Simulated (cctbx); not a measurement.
# Diagnosing a refinement

Cell a = 7.2800 Å, b = 4.2300 Å, c = 7.5030 Å, α = 90.00°, β = 90.00°, γ = 90.00°; space group Pnma (no. 62).

Simulated single-crystal data (cctbx): Mo Kα, λ = 0.71073 Å, to d = 0.6 Å, 95 % of the full sphere, strongest reflection 20000 counts, noise from counting, a 3 % proportional error and a noise floor of 15 counts (s.d.); no absorption, and some extinction, which the refinements don't model.

An anisotropic refinement with weights 1/σ² prints:

```text
Rint 0.036, 619 unique reflections to 0.60 A
cycle     R1     wR2    GooF  max shift (A)
   1  0.2293  0.4610  17.991   0.00944
   2  0.2290  0.4420  17.249   0.00001
final R1 0.2290 wR2 0.4420 GooF 17.249  parameters 12  data/parameter 51.6
atom        x        y        z      Ueq    occ   su(xyz)  su(Uiso or U11)
Pb1    0.49151  0.75000  0.70811   0.0007  1.000  0.00042  0.0011  NPD
Sb1    0.24087  0.75000  0.40038   0.0003  1.000  0.00071  0.0018  NPD
difference map: max 186.10 min -22.47 rms 7.79
Q1    0.1578  0.2500  0.5639    4  195.34  2.52 A from Sb1
Q2    0.0228  0.2500  0.2062    4   75.32  0.11 A from Pb1
Q3    0.2284  0.7500  0.4184    4   45.45  0.16 A from Sb1
Q4    0.1302  0.7500  0.0534    4   19.49  2.21 A from Pb1
Q5    0.1380  0.2500  0.6751    4   17.64  1.91 A from Sb1
Q6    0.1216  0.2500  0.8331    4   16.74  1.12 A from Sb1
```

**Question.** Can this result stand? If not, what is the likely fault?

Mend it. The fault: an atom left out, Cu at (0.3425, 3/4, 0.0636). Against the right model at the same level, R1 goes from 0.0146 to 0.2290 and GooF from 1.05 to 17.25, U of Pb1 shrinks from 0.0049 to 0.0007 Å², the top difference peak, 195.3 e/Å³, lies 2.52 Å from Sb1 and Pb1 and Sb1 go non-positive-definite. Q1 is the missing atom. With scattering power missing, scale and phases suffer, so peaks may also grow on the heavy atoms.

The compound is CuSbPb. The right model at the same level gives:

```text
Rint 0.036, 619 unique reflections to 0.60 A
cycle     R1     wR2    GooF  max shift (A)
   1  0.0222  0.0443   1.737   0.00086
   2  0.0146  0.0267   1.046   0.00000
final R1 0.0146 wR2 0.0267 GooF 1.046  parameters 18  data/parameter 34.4
atom        x        y        z      Ueq    occ   su(xyz)  su(Uiso or U11)
Pb1    0.49099  0.75000  0.70781   0.0049  1.000  0.00002  0.0001
Sb1    0.24063  0.75000  0.40164   0.0043  1.000  0.00004  0.0001
Cu1    0.34254  0.75000  0.06354   0.0083  1.000  0.00009  0.0002
difference map: max 2.14 min -2.42 rms 0.53
Q1    0.0928  0.2500  0.0850    4    2.31  1.10 A from Pb1
Q2    0.0910  0.7500  0.9748    4    2.24  1.55 A from Pb1
Q3    0.0883  0.6603  0.2819    8    1.75  1.48 A from Sb1
Q4    0.2206  0.6480  0.5144    8    1.65  0.96 A from Sb1
Q5    0.1961  0.2500  0.3641    4    1.60  1.52 A from Cu1
Q6    0.0116  0.7500  0.5526    4    1.53  1.51 A from Cu1
```

Isotropic U is held between 0.0001 and 1 Å² by the program, and listed peak heights are interpolated, so they can pass the grid's maximum.

The model is made up (kin elements in a known structure type, no relaxation), so it says nothing on whether the phase exists.

[Middle refinement cycles are left out of these outputs.]

[Logs are printed without paths, hosts, clocks, repeated set-up lines and the standing remarks that a program may print on its own settings, such as how far it seeks lower states.]
